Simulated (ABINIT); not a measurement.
# Quasiparticle gap of SiO2 (Stishovite) in ABINIT, part 2 of 3

How does a plane-wave GW calculation on SiO2 (Stishovite) run from the first input to the gap?

ABINIT 10.8.3; PBE and many-body steps on it, plane waves. Known limits of the many-body steps: not at the basis limit; coarse k mesh.

So far. Step 2 (Ground state): The gap is direct, at Γ.

## 3. Bands along the symmetry lines

Level of this step: DFT, PBE, plane waves, norm-conserving pseudopotentials (ABINIT).

Levels along a band path, at the cheap level, show where the edges lie and whether the meshes to come will hold them.

run.abi

```
acell 3*1.0 Angstrom
rprim 
  4.177300000000 0.000000000000 0.000000000000
  0.000000000000 4.177300000000 0.000000000000
  0.000000000000 0.000000000000 2.665200000000
ntypat 2
znucl 14 8
natom 6
typat 1 1 2 2 2 2
xred 
  0.000000000000 0.000000000000 0.000000000000
  0.500000000000 0.500000000000 0.500000000000
  0.305900000000 0.305900000000 0.000000000000
  0.194100000000 0.805900000000 0.500000000000
  0.694100000000 0.694100000000 0.000000000000
  0.805900000000 0.194100000000 0.500000000000
pp_dirpath "pseudos"
pseudos "Si.upf, O.upf"
ecut 36
iscf -2
irdden 1
kptopt 0
nkpt 75
kpt 
  0.00000000 0.00000000 0.00000000
  0.00000000 0.06250000 0.00000000
  0.00000000 0.12500000 0.00000000
  0.00000000 0.18750000 0.00000000
  0.00000000 0.25000000 0.00000000
  0.00000000 0.31250000 0.00000000
  0.00000000 0.37500000 0.00000000
  0.00000000 0.43750000 0.00000000
  0.00000000 0.50000000 0.00000000
  0.06250000 0.50000000 0.00000000
  0.12500000 0.50000000 0.00000000
  0.18750000 0.50000000 0.00000000
  0.25000000 0.50000000 0.00000000
  0.31250000 0.50000000 0.00000000
  0.37500000 0.50000000 0.00000000
  0.43750000 0.50000000 0.00000000
  0.50000000 0.50000000 0.00000000
  0.43750000 0.43750000 0.00000000
  0.37500000 0.37500000 0.00000000
  0.31250000 0.31250000 0.00000000
  0.25000000 0.25000000 0.00000000
  0.18750000 0.18750000 0.00000000
  0.12500000 0.12500000 0.00000000
  0.06250000 0.06250000 0.00000000
  0.00000000 0.00000000 0.00000000
  0.00000000 0.00000000 0.06250000
  0.00000000 0.00000000 0.12500000
  0.00000000 0.00000000 0.18750000
  0.00000000 0.00000000 0.25000000
  0.00000000 0.00000000 0.31250000
  0.00000000 0.00000000 0.37500000
  0.00000000 0.00000000 0.43750000
  0.00000000 0.00000000 0.50000000
  0.00000000 0.06250000 0.50000000
  0.00000000 0.12500000 0.50000000
  0.00000000 0.18750000 0.50000000
  0.00000000 0.25000000 0.50000000
  0.00000000 0.31250000 0.50000000
  0.00000000 0.37500000 0.50000000
  0.00000000 0.43750000 0.50000000
  0.00000000 0.50000000 0.50000000
  0.06250000 0.50000000 0.50000000
  0.12500000 0.50000000 0.50000000
  0.18750000 0.50000000 0.50000000
  0.25000000 0.50000000 0.50000000
  0.31250000 0.50000000 0.50000000
  0.37500000 0.50000000 0.50000000
  0.43750000 0.50000000 0.50000000
  0.50000000 0.50000000 0.50000000
  0.43750000 0.43750000 0.50000000
  0.37500000 0.37500000 0.50000000
  0.31250000 0.31250000 0.50000000
  0.25000000 0.25000000 0.50000000
  0.18750000 0.18750000 0.50000000
  0.12500000 0.12500000 0.50000000
  0.06250000 0.06250000 0.50000000
  0.00000000 0.00000000 0.50000000
  0.00000000 0.50000000 0.00000000
  0.00000000 0.50000000 0.06250000
  0.00000000 0.50000000 0.12500000
  0.00000000 0.50000000 0.18750000
  0.00000000 0.50000000 0.25000000
  0.00000000 0.50000000 0.31250000
  0.00000000 0.50000000 0.37500000
  0.00000000 0.50000000 0.43750000
  0.00000000 0.50000000 0.50000000
  0.50000000 0.50000000 0.00000000
  0.50000000 0.50000000 0.06250000
  0.50000000 0.50000000 0.12500000
  0.50000000 0.50000000 0.18750000
  0.50000000 0.50000000 0.25000000
  0.50000000 0.50000000 0.31250000
  0.50000000 0.50000000 0.37500000
  0.50000000 0.50000000 0.43750000
  0.50000000 0.50000000 0.50000000
istwfk *1
nband 28
nbdbuf 7
tolwfr 1e-07
nstep 50
prtwf 0
prtvol 0
indata_prefix "in"
outdata_prefix "out"
tmpdata_prefix "tmp"
```

Run with:

```
OMP_NUM_THREADS=1 mpirun -n 8 abinit run.abi > log
```

Numbers of over 12 decimals in the logs are rounded to 6 here.

The log of the run:

```text
.Version 10.8.3 of ABINIT. v10.8.2 released Aug 2026.

 Symmetries : space group P4_2/m n m (#136); Bravais tP (primitive tetrag.)
[... echo of the input left out ...]
== DATASET  1 ==================================================================
-   mpi_nproc: 8, omp_nthreads: 1 (-1 if OMP is not activated)

--- !DatasetInfo
iteration_state: {dtset: 1, }
dimensions: {natom: 6, nkpt: 75, mband: 28, nsppol: 1, nspinor: 1, nspden: 1, mpw: 3273, }
cutoff_energies: {ecut:  36.0, pawecutdg:  -1.0, }
electrons: {nelect:   3.20000000E+01, charge:   0.00000000E+00, occopt:   1.00000000E+00, tsmear:   1.00000000E-02, }

 Real(R)+Recip(G) space primitive vectors, cartesian coordinates (Bohr,Bohr^-1):
 R(1)=  7.8939529  0.0000000  0.0000000  G(1)=  0.1266792  0.0000000  0.0000000
 R(2)=  0.0000000  7.8939529  0.0000000  G(2)=  0.0000000  0.1266792  0.0000000
 R(3)=  0.0000000  0.0000000  5.0364981  G(3)=  0.0000000  0.0000000  0.1985507
 Unit cell volume ucvol=  3.1384682E+02 bohr^3
 Angles (23,13,12)=  9.00000000E+01  9.00000000E+01  9.00000000E+01 degrees

 getcut: wavevector=  0.0000  0.0000  0.0000  ngfft=  45  45  30
         ecut(hartree)=     36.000   => boxcut(ratio)=   2.06368

--- Pseudopotential description ------------------------------------------------
- Si Generated using ONCVPSP code by D. R. Hamann
- 14.00000   4.00000  171031                  znucl, zion, pspdat
12 -101130 2 -1 1510                          pspcod,pspxc,lmax,lloc,mmax
     nproj     2     2     2
  pspatm : epsatm=    9.34321561
         --- l  ekb(1:nproj) -->
             0    5.168965    0.829883
             1    2.571282    0.578307
             2   -2.427311   -0.488097
 pspatm: atomic psp has been read  and splines computed

- O Generated using ONCVPSP code by D. R. Hamann
-  8.00000   6.00000  171031                  znucl, zion, pspdat
12 -101130 2 -1 936                           pspcod,pspxc,lmax,lloc,mmax
     nproj     2     2     1
  pspatm : epsatm=    6.19545534
         --- l  ekb(1:nproj) -->
[...]
2   -1.331955
 pspatm: atomic psp has been read  and splines computed

--------------------------------------------------------------------------------

================================================================================
 prteigrs : about to open file out_EIG
 Non-SCF case, kpt    1 (  0.00000  0.00000  0.00000), residuals and eigenvalues=
  4.36E-08  4.60E-08  3.56E-08  3.02E-08  4.49E-08  4.14E-08  3.90E-08  5.86E-08
  6.22E-08  3.94E-08  4.06E-08  5.21E-08  5.96E-08  3.11E-08  3.81E-08  5.71E-08
  2.41E-08  6.14E-08  5.71E-08  3.05E-08  7.93E-08  5.19E-08  1.00E-05  1.41E-05
  2.31E-04  3.82E-03  3.77E-04  1.02E-03
 -5.7612E-01 -4.4238E-01 -4.4238E-01 -4.3351E-01 -1.4830E-01  1.4920E-02
  1.4920E-02  2.2110E-02  5.3264E-02  6.3178E-02  1.3536E-01  1.3536E-01
  1.5875E-01  2.1854E-01  2.1854E-01  2.5103E-01  4.5999E-01  4.9956E-01
[...]
Non-SCF case, kpt   74 (  0.50000  0.50000  0.43750), residuals and eigenvalues=
[...]
Non-SCF case, kpt   75 (  0.50000  0.50000  0.50000), residuals and eigenvalues=
[...]
1.8652E-01  1.8652E-01  1.9417E-01  1.9417E-01  5.1719E-01  5.1719E-01
  6.5873E-01  6.5873E-01  6.8256E-01  6.8256E-01  7.6760E-01  7.6760E-01
[...]
--- !ResultsGS
iteration_state: {dtset: 1, }
comment   : Summary of ground state results
lattice_vectors:
- [  7.8939529,   0.0000000,   0.0000000, ]
- [  0.0000000,   7.8939529,   0.0000000, ]
- [  0.0000000,   0.0000000,   5.0364981, ]
lattice_lengths: [   7.89395,    7.89395,    5.03650, ]
lattice_angles: [ 90.000,  90.000,  90.000, ] # degrees, (23, 13, 12)
lattice_volume:   3.1384682E+02
convergence: {deltae:  0.000E+00, res2:  0.000E+00, residm:  9.983E-08, diffor:  0.000E+00, }
etotal    :  -7.48647989E+01
entropy   :   0.00000000E+00
fermie    :   2.51031542E-01
cartesian_stress_tensor: null
pressure_GPa: null
xred      :
- [  0.0000E+00,   0.0000E+00,   0.0000E+00, Si]
- [  5.0000E-01,   5.0000E-01,   5.0000E-01, Si]
- [  3.0590E-01,   3.0590E-01,   0.0000E+00,  O]
- [  1.9410E-01,   8.0590E-01,   5.0000E-01,  O]
- [  6.9410E-01,   6.9410E-01,   0.0000E+00,  O]
- [  8.0590E-01,   1.9410E-01,   5.0000E-01,  O]
cartesian_forces: null
force_length_stats: {min: null, max: null, mean: null, }

 Integrated electronic density in atomic spheres:
 ------------------------------------------------
 Atom  Sphere_radius  Integrated_density
[...]
================================================================================

 ----iterations are completed or convergence reached----

 Mean square residual over all n,k,spin=   49.836E-09; max=  99.830E-09
 reduced coordinates (array xred) for    6 atoms
[...]
0.694100000000      0.694100000000      0.000000000000
       0.805900000000      0.194100000000      0.500000000000

 cartesian coordinates (angstrom) at end:
[...]
length scales=  1.889726125908  1.889726125908  1.889726125908 bohr
              =  1.000000000000  1.000000000000  1.000000000000 angstroms
 prteigrs : about to open file out_EIG
 Eigenvalues (hartree) for nkpt=  75  k points:
 kpt#   1, nband= 28, wtk=  1.00000, kpt=  0.0000  0.0000  0.0000 (reduced coord)
[...]
kpt#   2, nband= 28, wtk=  1.00000, kpt=  0.0000  0.0625  0.0000 (reduced coord)
[...]
kpt#   3, nband= 28, wtk=  1.00000, kpt=  0.0000  0.1250  0.0000 (reduced coord)
[...]
kpt#  74, nband= 28, wtk=  1.00000, kpt=  0.5000  0.5000  0.4375 (reduced coord)
[...]
0.82130    0.82194    0.83148    0.83243
 kpt#  75, nband= 28, wtk=  1.00000, kpt=  0.5000  0.5000  0.5000 (reduced coord)
[...]
0.08420    0.08420    0.08573    0.08573    0.18652    0.18652    0.19417    0.19417
   0.51719    0.51719    0.65873    0.65873    0.68256    0.68256    0.76760    0.76760
   0.82694    0.82748    0.83706    0.83920

== END DATASET(S) ==============================================================
================================================================================

 -outvars: echo values of variables after computation  --------
            nband          28
             nkpt          75
          spgroup         136
 [... the other variables as echoed above ...]

 Calculation completed.
```

Run time: 18 s. Hardware: 8 MPI ranks of Arm Neoverse V1, shared host; peak memory 0.57 GiB; 2.4 min of CPU time.

Numbers from this step:

| Item | Value |
| --- | --- |
| gap | 5.686 eV |
| k of the valence top | 0, 0, 0 |
| k of the conduction bottom | 0, 0, 0 |
| least direct gap | 5.686 eV |

The gap is 5.686 eV, as in the run before at this level.

The electronic bands at the labelled points (eV, zero at the top of the highest filled band):

| point | band 13 | band 14 | band 15 | band 16 | band 17 | band 18 | band 19 | band 20 |
| --- | --- | --- | --- | --- | --- | --- | --- | --- |
| Γ | -2.51 | -0.88 | -0.88 | 0.00 | 5.69 | 6.76 | 8.59 | 8.59 |
| halfway | -2.48 | -2.07 | -0.99 | -0.46 | 6.56 | 7.28 | 8.76 | 8.80 |
| X | -2.70 | -2.70 | -1.07 | -1.07 | 7.79 | 7.79 | 9.17 | 9.17 |
| halfway | -2.94 | -2.94 | -1.47 | -1.47 | 7.59 | 7.59 | 9.65 | 9.65 |
| M | -2.66 | -2.66 | -2.27 | -2.27 | 7.49 | 7.49 | 10.14 | 10.14 |
| halfway | -2.58 | -2.48 | -1.45 | -0.80 | 6.84 | 7.71 | 8.77 | 9.54 |
| Γ | -2.51 | -0.88 | -0.88 | 0.00 | 5.69 | 6.76 | 8.59 | 8.59 |
| halfway | -4.40 | -1.52 | -1.52 | -0.78 | 7.54 | 9.89 | 10.28 | 11.33 |
| Z | -3.06 | -3.06 | -2.67 | -2.67 | 9.15 | 9.15 | 12.69 | 12.69 |
| halfway | -2.79 | -2.79 | -2.24 | -2.24 | 9.04 | 9.04 | 10.90 | 10.90 |
| R | -2.29 | -2.29 | -1.75 | -1.75 | 8.83 | 8.83 | 9.95 | 9.95 |
| halfway | -2.25 | -2.25 | -1.62 | -1.62 | 7.78 | 7.78 | 10.80 | 10.80 |
| A | -1.76 | -1.76 | -1.55 | -1.55 | 7.24 | 7.24 | 11.09 | 11.09 |
| halfway | -2.55 | -2.46 | -2.32 | -1.82 | 8.07 | 8.59 | 10.65 | 11.83 |
| Z | -3.06 | -3.06 | -2.67 | -2.67 | 9.15 | 9.15 | 12.69 | 12.69 |
| jump to X | -2.70 | -2.70 | -1.07 | -1.07 | 7.79 | 7.79 | 9.17 | 9.17 |
| halfway | -2.87 | -2.87 | -1.43 | -1.43 | 9.11 | 9.11 | 10.62 | 10.62 |
| R | -2.29 | -2.29 | -1.75 | -1.75 | 8.83 | 8.83 | 9.95 | 9.95 |
| jump to M | -2.66 | -2.66 | -2.27 | -2.27 | 7.49 | 7.49 | 10.14 | 10.14 |
| halfway | -1.93 | -1.93 | -1.71 | -1.71 | 8.18 | 8.18 | 11.59 | 11.59 |
| A | -1.76 | -1.76 | -1.55 | -1.55 | 7.24 | 7.24 | 11.09 | 11.09 |

## 4. Empty states on the mesh, 4×4×4 mesh, 123 bands

The sums over transitions need many empty states on a uniform mesh; this step solves for them.

run.abi

```
acell 3*1.0 Angstrom
rprim 
  4.177300000000 0.000000000000 0.000000000000
  0.000000000000 4.177300000000 0.000000000000
  0.000000000000 0.000000000000 2.665200000000
ntypat 2
znucl 14 8
natom 6
typat 1 1 2 2 2 2
xred 
  0.000000000000 0.000000000000 0.000000000000
  0.500000000000 0.500000000000 0.500000000000
  0.305900000000 0.305900000000 0.000000000000
  0.194100000000 0.805900000000 0.500000000000
  0.694100000000 0.694100000000 0.000000000000
  0.805900000000 0.194100000000 0.500000000000
pp_dirpath "pseudos"
pseudos "Si.upf, O.upf"
ecut 36
ngkpt 4 4 4
nshiftk 1
shiftk 0 0 0
kptopt 1
chksymbreak 0
irdden 1
istwfk *1
nband 123
prtvol 0
optdriver 6
gwr_task "HDIAGO"
paral_kgb 0
occopt 1
indata_prefix "in"
outdata_prefix "out"
tmpdata_prefix "tmp"
```

The log of the run:

```text
[banner, memory and clock lines left out]
.Version 10.8.3 of ABINIT. v10.8.2 released Aug 2026.

 Symmetries : space group P4_2/m n m (#136); Bravais tP (primitive tetrag.)
[... echo of the input left out ...]
== DATASET  1 ==================================================================
-   mpi_nproc: 8, omp_nthreads: 1 (-1 if OMP is not activated)

--- !DatasetInfo
iteration_state: {dtset: 1, }
dimensions: {natom: 6, nkpt: 18, mband: 123, nsppol: 1, nspinor: 1, nspden: 1, mpw: 3273, }
cutoff_energies: {ecut:  36.0, pawecutdg:  -1.0, }
electrons: {nelect:   3.20000000E+01, charge:   0.00000000E+00, occopt:   1.00000000E+00, tsmear:   1.00000000E-02, }

.Using double precision arithmetic; gwpc =  8

- Reading GS density from: in_DEN

--- Pseudopotential description ------------------------------------------------
- Si Generated using ONCVPSP code by D. R. Hamann
- 14.00000   4.00000  171031                  znucl, zion, pspdat
12 -101130 2 -1 1510                          pspcod,pspxc,lmax,lloc,mmax
     nproj     2     2     2
  pspatm : epsatm=    9.34321561
         --- l  ekb(1:nproj) -->
             0    5.168965    0.829883
             1    2.571282    0.578307
             2   -2.427311   -0.488097
 pspatm: atomic psp has been read  and splines computed

- O Generated using ONCVPSP code by D. R. Hamann
-  8.00000   6.00000  171031                  znucl, zion, pspdat
12 -101130 2 -1 936                           pspcod,pspxc,lmax,lloc,mmax
     nproj     2     2     1
  pspatm : epsatm=    6.19545534
         --- l  ekb(1:nproj) -->
             0    6.056735    0.824024
             1   -4.717130   -1.149271
             2   -1.331955
 pspatm: atomic psp has been read  and splines computed

   1.39098408E+03                                ecore*ucvol(ha*bohr**3)

 Total charge density [el/Bohr^3]
)     Maximum=    1.0175E+00  at reduced coord.    0.2444    0.8444    0.5000
)     Minimum=    1.0558E-03  at reduced coord.    0.0000    0.0000    0.0000
   Integrated=    3.2000E+01

 === KS gaps after direct diagonalization ===
 Direct band gap semiconductor
 Fundamental gap:     5.686 (eV)
   VBM:     6.831 (eV) at k: [ 0.0000E+00,  0.0000E+00,  0.0000E+00]
   CBM:    12.517 (eV) at k: [ 0.0000E+00,  0.0000E+00,  0.0000E+00]
 Direct gap:         5.686 (eV) at k: [ 0.0000E+00,  0.0000E+00,  0.0000E+00]

== END DATASET(S) ==============================================================

 -outvars: echo values of variables after computation  --------
           etotal      0.0000000000E+00
            nband         123
             nkpt          18
          spgroup         136
 [... the other variables as echoed above ...]

 Calculation completed.
```

It took 86 s on 8 MPI ranks; peak memory 4.9 GiB; 11 min of CPU time.

Numbers from this step:

```yaml
gap: 5.686 eV
k_of_the_valence_top: 0, 0, 0
k_of_the_conduction_bottom: 0, 0, 0
least_direct_gap: 5.686 eV
k_points_computed: 18
lowest_point_of_the_top_converged_band_above_the_valence_top: 78.7026 eV
```

On this mesh the gap is 5.686 eV.

## 5. Screening, 4×4×4 mesh, 115 bands, screening to 130.6 eV

The RPA dielectric matrix is built and inverted for each q.

This step: RPA screening on PBE, plane waves, norm-conserving pseudopotentials.

run.abi, as its differences from that of step 4:

```diff
@@ -24,10 +24,11 @@
 chksymbreak 0
-irdden 1
 istwfk *1
-nband 123
-prtvol 0
-optdriver 6
-gwr_task "HDIAGO"
-paral_kgb 0
 occopt 1
+irdwfk 1
+optdriver 3
+nband 115
+ecuteps 4.8
+inclvkb 2
+awtr 1
+symchi 1
 indata_prefix "in"
```

The log of the run:

```text
.Version 10.8.3 of ABINIT. v10.8.2 released Aug 2026.

 Symmetries : space group P4_2/m n m (#136); Bravais tP (primitive tetrag.)
[... echo of the input left out ...]
== DATASET  1 ==================================================================
-   mpi_nproc: 8, omp_nthreads: 1 (-1 if OMP is not activated)

--- !DatasetInfo
iteration_state: {dtset: 1, }
dimensions: {natom: 6, nkpt: 18, mband: 115, nsppol: 1, nspinor: 1, nspden: 1, mpw: 3273, }
cutoff_energies: {ecut:  36.0, pawecutdg:  -1.0, }
electrons: {nelect:   3.20000000E+01, charge:   0.00000000E+00, occopt:   1.00000000E+00, tsmear:   1.00000000E-02, }

 SCREENING: Calculation of the susceptibility and dielectric matrices

 Based on a program developped by R.W. Godby, V. Olevano, G. Onida, and L. Reining.
 Incorporated in ABINIT by V. Olevano, G.-M. Rignanese, and M. Torrent.
.Using double precision arithmetic ; gwpc =  8

[... cell and pseudopotentials left out ...]
--------------------------------------------------------------------------------

 ==== K-mesh for the wavefunctions ====
 Number of points in the irreducible wedge :    18
[... list of points left out ...]
 Together with 16 symmetry operations and time-reversal symmetry
 yields    64 points in the full Brillouin Zone.

 ==== Q-mesh for the screening function ====
 Number of points in the irreducible wedge :    18
[... list of points left out ...]
 Together with 16 symmetry operations and time-reversal symmetry
 yields    64 points in the full Brillouin Zone.

 setmesh: FFT mesh size selected  =    30x   30x   20
          total number of points  =        18000

 vcoul_init : cutoff-mode = AUXILIARY_FUNCTION
 q-points for optical limit:   1
     1)      0.000010    0.000020    0.000030

- screening: taking advantage of time-reversal symmetry
- Maximum band index for partially occupied states nbvw = 16
- Remaining bands to be divided among processors   nbcw = 99
- Number of bands treated by each node ~12

 Number of electrons calculated from density =   32.0000; Expected =   32.0000
 average of density, n =  0.101961
 r_s =    1.3279
 omega_plasma =   30.8015 [eV]

 calculating chi0 at frequencies [eV] :
  1    0.000000E+00    0.000000E+00
  2    0.000000E+00    3.080149E+01

--------------------------------------------------------------------------------
  q-point number  1        q = ( 0.000000, 0.000000, 0.000000) [r.l.u.]
--------------------------------------------------------------------------------
[... chi0 elements left out ...]
 For q-point:  0.000010 0.000020 0.000030
  dielectric constant =   3.3804
  dielectric constant without local fields =   3.6364

  Average fulfillment of the sum rule on Im[epsilon] for q-point    1 :     69.69  [%]
[... wings left out ...]
  q-point number  2        q = ( 0.250000, 0.000000, 0.000000) [r.l.u.]
--------------------------------------------------------------------------------
[... chi0 elements left out ...]
  Average fulfillment of the sum rule on Im[epsilon] for q-point    2 :     81.04  [%]

 [... 16 further q-points ...]
```

Run time: 49 s. Hardware: 8 MPI ranks; peak memory 2 GiB.

Numbers from this step:

```yaml
eps_infinity_with_local_fields_on_this_mesh_along_the_program_s_q_direction: 3.380
the_same_without_local_fields: 3.636
plasma_frequency: 30.80 eV
plane_waves_in_the_screening_matrix: 161
```

Local fields lower ε∞ by 7 %. On a Γ-centred mesh this coarse the value itself is usually too large, while a short band sum pulls it down.

(Continued in part 3 of 3.)

[Paths, hosts, dates, memory and timing lines, banners, echoed tables and standing remarks are left out of the program output.]

[Logs are printed without paths, hosts, clocks, repeated set-up lines and the standing remarks that a program may print on its own settings, such as how far it seeks lower states.]

[Runs of the session that timed out or met a known fault of the program may be left out.]

[Hosts, paths, dates, database ids (printed as entryN), source tags and the programs' standing remarks are cut or masked in the printed files.]

[G0W0 gaps are taken among the corrected bands and points alone; a level outside them can change the order at an edge.]

[Where Ansatz stands beside ABINIT at settings called matched, ABINIT's density can come from a denser mesh and the files from another edition; pairs whose starting gaps differed by over 0.03 eV were left out, so agreement reads better than it is.]
